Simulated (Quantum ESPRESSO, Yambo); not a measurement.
# SrTiO3 (Tausonite): G0W0 with Yambo, start to end, part 3 of 3

How does a plane-wave GW calculation on SrTiO3 (Tausonite) run from the first input to the gap?

Quantum ESPRESSO 7.5 and Yambo 5.3.0; PBE and many-body steps on it, plane waves. Known limits of the many-body steps: not at the basis limit; no spin-orbit coupling; coarse k mesh.

So far. Step 3 (Bands along the symmetry lines): The gap is 1.908 eV, as in the run before at this level. Step 4 (Empty states on the mesh, 4×4×4 mesh, 121 bands): On this mesh the gap is 1.908 eV.

### 6. Screening and self-energy, 4×4×4 mesh, 121 bands, screening to 136.1 eV

Now the one-shot GW correction: screening in the RPA, then the self-energy of the levels asked for.

This step: G0W0 on PBE, plane waves, norm-conserving pseudopotentials.

gw1.in

```
HF_and_locXC
gw0
dyson
ppa
em1d
rim_cut
RandQpts= 1000000
RandGvec= 1 RL
EXXRLvcs= 76 Ry
VXCRLvcs= 304 Ry
Chimod= "HARTREE"
% BndsRnXp
 1 | 121 |
%
NGsBlkXp= 10 Ry
% LongDrXp
 1 | 1 | 1 |
%
% GbndRnge
 1 | 121 |
%
DysSolver= "n"
ExtendOut
PPAPntXp= 27.21138 eV
% QPkrange
 10 | 10 | 19 | 22 |
 1 | 1 | 19 | 22 |
%
```

Launch:

```console
$ OMP_NUM_THREADS=1 mpirun -n 4 yambo -F gw1.in -J gw1 -C gw1 > gw1.log
```

The program printed:

```text
 Yambo, version 5.3.0

 [02] CORE Variables Setup
 =========================

  [... cell, symmetries and grids as in the set-up ...]

  [02.05] Energies & Occupations
  ==============================

  [X] === General ===
  [X] Electronic Temperature                        :  0.000000  0.000000 [eV K]
  [X] Bosonic    Temperature                        :  0.000000  0.000000 [eV K]
  [X] Finite Temperature mode                       : no
  [X] El. density                                   :  0.67159E+24 [cm-3]
  [X] Fermi Level                                   :  10.04689 [eV]

  [X] === Gaps and Widths ===
  [X] Conduction Band Min                           :  1.907663 [eV]
  [X] Valence Band Max                              :  0.000000 [eV]
  [X] Filled Bands                                  :  20
  [X] Empty Bands                                   :   21  121
  [X] Direct Gap                                    :  2.262791 [eV]
  [X] Direct Gap localized at k                     :  1
  [X] Indirect Gap                                  :  1.907663 [eV]
  [X] Indirect Gap between kpts                     :  10   1
  [X] Last valence band width                       :  0.731989 [eV]
  [X] 1st conduction band width                     :  2.609048 [eV]

 [03] Transferred momenta grid and indexing
 ==========================================

 IBZ Q-points                                      :  10
 BZ  Q-points                                      :   64

 K/Q-points units:
 rlu = crystal or reduced units; cc = cartesian coordinates; iku = interal k-units

 Q [ 1]         [rlu]:  0.000000  0.000000  0.000000
 Q [ 2]         [rlu]:  0.000000  0.000000  0.250000
 Q [ 3]         [rlu]:  0.000000  0.000000 -0.500000
 Q [ 4]         [rlu]:  0.000000  0.250000  0.250000
 Q [ 5]         [rlu]:  0.000000  0.250000 -0.500000
 Q [ 6]         [rlu]:  0.000000 -0.500000 -0.500000
 Q [ 7]         [rlu]:  0.250000  0.250000  0.250000
 Q [ 8]         [rlu]:  0.250000  0.250000 -0.500000
 Q [ 9]         [rlu]:  0.250000 -0.500000 -0.500000
 Q [10]         [rlu]: -0.500000 -0.500000 -0.500000

 [04] Coloumb potential Random Integration (RIM)
 ===============================================

  [04.01] RIM initialization
  ==========================

  * Diagonal components only detected *

  8 x (sBL volume)        :  0.077143 [a.u.]
  sBZ random points       :  1000000
  Points outside the sBZ  :   7992674
  RL volume               :  0.617144 [a.u.]
  Integrated volume       :  0.617710 [a.u.]

  [04.02] RIM integrals
  =====================

  Gamma point sphere radius             :  0.077218 [a.u.]
  Points outside the sphere             :   799758
  [Int_sBZ(q=0) 1/q^2]*(Vol_sBZ)^(-1/3) =:  7.677921
                                 should be <:  7.795600

  Summary of Coulomb integrals for non-metallic bands |Q|[au] RIM/Bare

  Q [1] 0.100000E-4 0.984904 * Q [2] 0.212848 1.050352
  Q [4] 0.301012 1.048056 * Q [7] 0.368663 1.034451
  Q [3] 0.425695 1.019613 * Q [5] 0.475942 1.017752
  Q [8] 0.521368 1.015471 * Q [6] 0.602024 1.012155
  Q [9] 0.638543 1.010963 * Q [10] 0.737326 1.008585

 [05] Dipoles
 ============

  [05.01] Setup: observables and procedures
  =========================================

  [WARNING] [x,Vnl] slows the Dipoles computation. To neglect it rename the ns.kb_pp file

 [06] Dynamic Dielectric Matrix (PPA)
 ====================================

 [WR./gw1//ndb.pp]---------------------------------------------------------------
  Brillouin Zone Q/K grids (IBZ/BZ)                :   10   64   10   64
  RL vectors                                       :   5743 [WF]
  Coulomb cutoff potential                         : none
  Electronic Temperature                           :  0.000000 [K]
  Bosonic    Temperature                           :  0.000000 [K]
  PPA    diel. fun.  energies                      : Perdew, Burke & Ernzerhof(X)+Perdew, Burke & Ernzerhof(C)
  wavefunctions                                    : Perdew, Burke & Ernzerhof(X)+Perdew, Burke & Ernzerhof(C)
  Global Gauge                                     : length
  X matrix size                                    :  251
  X band range                                     :    1  121
  X e/h energy range                               : -1.000000 -1.000000 [eV]
  X Time ordering                                  : R
  X Hxc Kernel                                     : HARTREE
  X Drude frequency                                :  0.000000  0.000000
  X poles                                          :  100.0000 [o/o]
  RL vectors in the sum                            :   5743
  [r,Vnl] included                                 : yes
  Field direction                                  :  0.577350E-5  0.577350E-5  0.577350E-5
  BZ energy Double Grid                            : no
  BZ energy DbGd points                            : 0
  BZ Q point size factor                           : -1.000000
  X Optical Averaged directions                    : none

 [07] Local Exchange-Correlation + Non-Local Fock
 ================================================

 [VXC] Plane waves :   36041
 [EXS] Plane waves :   4553

 QP @ state[ 1 ] K range:  1  1
 QP @ state[ 1 ] b range:  19  22
 QP @ state[ 2 ] K range:  10  10
 QP @ state[ 2 ] b range:  19  22

 [xc] Functional : Perdew, Burke & Ernzerhof(X)+Perdew, Burke & Ernzerhof(C)
 [xc] LIBXC used to calculate xc functional
  PP Number of Atomic Species                      :  3
  NLCC RL compoments                               :   36041
  PP Number of Atomic Species                      :  3
  NLCC RL compoments                               :   36041

 [xc] E_xc :  -22.32465 [Ha]
      E_xc :  -44.64930 [Ry]

  Local XC kind (lXC) : Perdew, Burke & Ernzerhof(X)+Perdew, Burke & Ernzerhof(C)
  Non-Local XC kind (nlXC) : Hartree-Fock

  Corrections @ K [1] :  [eV]
 <19|nlXC|19> = -25.25797  0.16769E-17 <19|lXC|19> = -20.54184  0.14161E-15
 <20|nlXC|20> = -25.25793  0.40979E-17 <20|lXC|20> = -20.54184  0.000000
 <21|nlXC|21> = -11.48490  0.12242E-17 <21|lXC|21> = -18.88296  0.94408E-16
 <22|nlXC|22> = -11.48492 -0.20865E-17 <22|lXC|22> = -18.88296 -0.37763E-15

  Corrections @ K [10] :  [eV]
 <19|nlXC|19> = -25.09237 -0.62917E-17 <19|lXC|19> = -20.19479  0.56645E-15
 <20|nlXC|20> = -25.09237  0.31499E-17 <20|lXC|20> = -20.19479  0.000000
 <21|nlXC|21> = -12.96585  0.20884E-18 <21|lXC|21> = -21.98338 -0.17702E-16
 <22|nlXC|22> = -12.96590 -0.96425E-18 <22|lXC|22> = -21.98338  0.000000

  [07.01] Hartree-Fock occupations report
  =======================================

  [Hartree-Fock] === General ===
  [Hartree-Fock] Electronic Temperature             :  0.000000  0.000000 [eV K]
  [Hartree-Fock] Bosonic    Temperature             :  0.000000  0.000000 [eV K]
  [Hartree-Fock] Finite Temperature mode            : no
  [Hartree-Fock] El. density                        :  0.67159E+24 [cm-3]
  [Hartree-Fock] Fermi Level                        :  10.04689 [eV]

  [Hartree-Fock] === Gaps and Widths ===
  [Hartree-Fock] Conduction Band Min                :  1.989030 [eV]
  [Hartree-Fock] Valence Band Max                   : -0.043408 [eV]
  [Hartree-Fock] Filled Bands                       :  20
  [Hartree-Fock] Empty Bands                        :   21  121
  [Hartree-Fock] Direct Gap                         :  2.584165 [eV]
  [Hartree-Fock] Direct Gap localized at k          :  2
  [Hartree-Fock] Indirect Gap                       :  2.032438 [eV]
  [Hartree-Fock] Indirect Gap between kpts          :   9   2
  [Hartree-Fock] Last valence band width            :  5.027811 [eV]
  [Hartree-Fock] 1st conduction band width          :  11.54521 [eV]

 [08] Dyson equation: Newton solver
 ==================================

  [08.01] G0W0 (W PPA)
  ====================

  [  GW  ] Bands range     :    1  121
  [GW/PPA] G damping       :  0.100000 [eV]

  QP @ state[ 1 ] K range:  1  1
  QP @ state[ 1 ] b range:  19  22
  QP @ state[ 2 ] K range:  10  10
  QP @ state[ 2 ] b range:  19  22

   Sc/G bands                                       :    1  121
   Sc/G damping                                     :  0.100000 ev
   Sc bands terminator                              : no
   Sx RL components                                 :   4553

   QP @ state[ 1 ] K range                          :  1  1
   QP @ state[ 1 ] b range                          :  19  22
   QP @ state[ 2 ] K range                          :  10  10
   QP @ state[ 2 ] b range                          :  19  22
   GF energies kind                                 : Perdew, Burke & Ernzerhof(X)+Perdew, Burke & Ernzerhof(C)
   GF WF`s kind                                     : Perdew, Burke & Ernzerhof(X)+Perdew, Burke & Ernzerhof(C)
   Xs energies kind                                 : Perdew, Burke & Ernzerhof(X)+Perdew, Burke & Ernzerhof(C)
   Xs WF`s kind                                     : Perdew, Burke & Ernzerhof(X)+Perdew, Burke & Ernzerhof(C)

 [11] Game Over & Game summary
```

The job ended after 1.9 min (4 MPI ranks of Arm Neoverse V2, shared host; peak memory 1.7 GiB; 7.5 min of CPU time).

This step gave:

```yaml
g0w0_gap_on_the_points_computed: 3.487 eV
starting_gap_on_the_mesh: 1.908 eV
k_of_the_valence_top: -0.5, -0.5, -0.5
k_of_the_conduction_bottom: 0, 0, 0
least_direct_g0w0_gap_on_the_computed_points: 3.849 eV
z_at_the_valence_top: 0.7663
z_at_the_conduction_bottom: 0.7788
```

The gap on the mesh goes from 1.91 eV to 3.49 eV, a correction of +1.58 eV.

Limits: finite bands, cutoff and mesh; no spin-orbit coupling; coarse k mesh. v1 is the top filled band, c1 the lowest empty one. The levels before and after the correction (eV, zero at the valence-band top of each column):

|  | conduction bottom | valence top |
| --- | --- | --- |
| Kohn-Sham | 1.91 | 0.00 |
| G0W0 | 3.49 | 0.00 |

|  | level | energy (eV) |
| --- | --- | --- |
| Kohn-Sham | Γ v2-v1 | -0.355 |
| Kohn-Sham | Γ c1-c2 | 1.908 |
| Kohn-Sham | (-0.5 -0.5 -0.5) v2-v1 | 0.000 |
| Kohn-Sham | (-0.5 -0.5 -0.5) c1-c2 | 4.517 |
| G0W0 | Γ v2-v1 | -0.362 |
| G0W0 | Γ c1-c2 | 3.487 |
| G0W0 | (-0.5 -0.5 -0.5) v2-v1 | 0.000 |
| G0W0 | (-0.5 -0.5 -0.5) c1-c2 | 6.379 |

### 7. Where the time went

Times are wall times on the hardware named with each run, good to a factor of about two.

| step | time | share | memory (GiB) |
| --- | --- | --- | --- |
| ground state | 13 s | 9 % | 0.33 |
| bands along the symmetry lines | 8.9 s | 6 % | 0.27 |
| empty states on the mesh | 13 s | 8 % | 0.41 |
| conversion and set-up | 3 s | 2 % | 0.25 |
| screening and self-energy | 1.9 min | 75 % | 1.7 |

### 8. Outcome

```json
{
 "PBE gap": "1.91 eV, indirect",
 "G0W0 gap on the mesh": "3.49 eV",
 "GW settings": "4×4×4 mesh, 121 bands, screening to 136.1 eV, Godby-Needs plasmon pole",
 "known limits": "not at the basis limit; no spin-orbit coupling; coarse k mesh"
}
```

G0W0 moves the gap on the mesh from 1.91 eV to 3.49 eV (+1.58 eV), with Z of 0.77 and 0.78 at the edges. Only 2 of the mesh's irreducible points were corrected, so a valley elsewhere could overtake. The dearest step here is «screening and self-energy». Against experiment, by G0W0@PBE: the direct gap of 3.85 eV lies +0.08 eV from the measured 3.77 eV (direct, 300 K, 2013). An exciton line or allowed optical edge lies below the quasiparticle gap by the binding energy; a forbidden edge can push the onset above it. The calculation has static nuclei and no excitons; a measured gap holds zero-point and thermal motion, which mostly lowers it. Bands and cutoff are finite, so the gap is not at the basis limit. The miss can reach some tenths of an eV and take either sign; the mesh is an error of its own. In the G0W0 run levels were corrected at 2 k points alone, so a gap called «on the mesh» is the least over those, and an edge elsewhere would be missed. The 4×4×4 mesh is coarse for this cell, which bears on the long-range parts of exchange and screening. This is the ideal cubic cell; many perovskites, halides above all, are cubic only on average, and local tilts or off-centring can widen the gap. The many-body steps are scalar-relativistic: spin-orbit coupling is not in them.

[Paths, hosts, dates, memory and timing lines, banners, echoed tables and standing remarks are left out of the program output.]

[Logs are printed without paths, hosts, clocks, repeated set-up lines and the standing remarks that a program may print on its own settings, such as how far it seeks lower states.]

[Runs of the session that timed out or met a known fault of the program may be left out.]

[Hosts, paths, dates, database ids (printed as entryN), source tags and the programs' standing remarks are cut or masked in the printed files.]
